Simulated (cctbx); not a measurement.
# What is wrong with this refinement?

Cell a = 11.1550 Å, b = 11.1550 Å, c = 11.1550 Å, α = 90.00°, β = 90.00°, γ = 90.00°; space group I-43m (no. 217).

The data are simulated with cctbx, not measured: Mo Kα, λ = 0.71073 Å, to d = 0.75 Å, 50 % of the full sphere, strongest reflection 70000 counts, noise from counting, a 2 % proportional error and a noise floor of 2 counts (s.d.); no absorption.

An isotropic refinement with weights 1/σ² prints:

```text
Rint 0.019, 350 unique reflections to 0.76 A
cycle     R1     wR2    GooF  max shift (A)
   1  0.1517  0.4862  48.494   0.42034
  12  0.0072  0.0306   3.049   0.00596
final R1 0.0072 wR2 0.0306 GooF 3.049  parameters 11  data/parameter 31.8
atom        x        y        z      Ueq    occ   su(xyz)  su(Uiso or U11)
Sb1    0.28710  0.71290  0.28710   0.0034  1.000  0.00003  0.0001
Sb2    0.00000  0.00000  0.00000   0.0043  1.000  0.00000  0.0002
Sb3    0.30061  0.93431  0.30061   0.0045  1.000  0.00003  0.0001
Y1     0.00000  0.00000  0.29631   0.0042  1.000  0.00006  0.0001
Ni1    0.00000  0.50000  0.25000   0.0051  1.000  0.00000  0.0002
Ni2    0.34519  0.34519  0.34519   1.0000  1.000  0.00260  0.0603
difference map: max 0.33 min -0.76 rms 0.20
Q1    0.0591  0.2553  0.6103   48    0.33  1.12 A from Sb3
Q2    0.0385  0.0385  0.0385    8    0.33  0.74 A from Sb2
Q3    0.9914  0.2981  0.3712   48    0.33  1.01 A from Sb3
Q4    0.0527  0.2495  0.3891   48    0.31  1.37 A from Ni1
Q5    0.0438  0.0438  0.9562    8    0.30  0.85 A from Sb2
Q6    0.0626  0.3542  0.6458   24    0.29  0.85 A from Sb3
```

Q: Accept it or mend it, and why?

Mend it. The fault: spurious atom: Ni2. Against the right model at the same level, R1 goes from 0.0042 to 0.0072 and GooF from 0.95 to 3.05, Ni2 takes U = the program's ceiling and a hole of -0.8 e/Å³ opens. A site with no density behind it hides by a very large U or drifts. The fit had not settled when the cycles ran out.

The compound is Y6Ni6Sb17. The right model at the same level gives:

```text
Rint 0.019, 350 unique reflections to 0.76 A
cycle     R1     wR2    GooF  max shift (A)
   1  0.1463  0.3267  32.488   0.04356
   2  0.0042  0.0096   0.955   0.00000
final R1 0.0042 wR2 0.0096 GooF 0.955  parameters 9  data/parameter 38.9
atom        x        y        z      Ueq    occ   su(xyz)  su(Uiso or U11)
Sb1    0.28710  0.71290  0.28710   0.0033  1.000  0.00001  0.0000
Sb2    0.00000  0.00000  0.00000   0.0042  1.000  0.00000  0.0001
Sb3    0.30060  0.93430  0.30060   0.0045  1.000  0.00001  0.0000
Y1     0.00000  0.00000  0.29629   0.0041  1.000  0.00002  0.0000
Ni1    0.00000  0.50000  0.25000   0.0050  1.000  0.00000  0.0001
difference map: max 0.16 min -0.22 rms 0.05
Q1    0.0591  0.0591  0.3149   24    0.17  0.95 A from Y1
Q2    0.1296  0.1989  0.1989   24    0.16  0.95 A from Sb1
Q3    0.1344  0.1344  0.1344    8    0.15  1.52 A from Sb1
Q4    0.1040  0.1662  0.7453   48    0.14  1.64 A from Sb3
Q5    0.1786  0.2654  0.7346   24    0.13  1.26 A from Sb1
Q6    0.0014  0.3042  0.3711   48    0.13  1.09 A from Sb3
```

The model was made for the exercise: a known structure type with other elements put in, its volume estimated, not relaxed; displacement parameters are assumed.

[Middle refinement cycles are left out of these outputs.]

[Logs are printed without paths, hosts, clocks, repeated set-up lines and the standing remarks that a program may print on its own settings, such as how far it seeks lower states.]
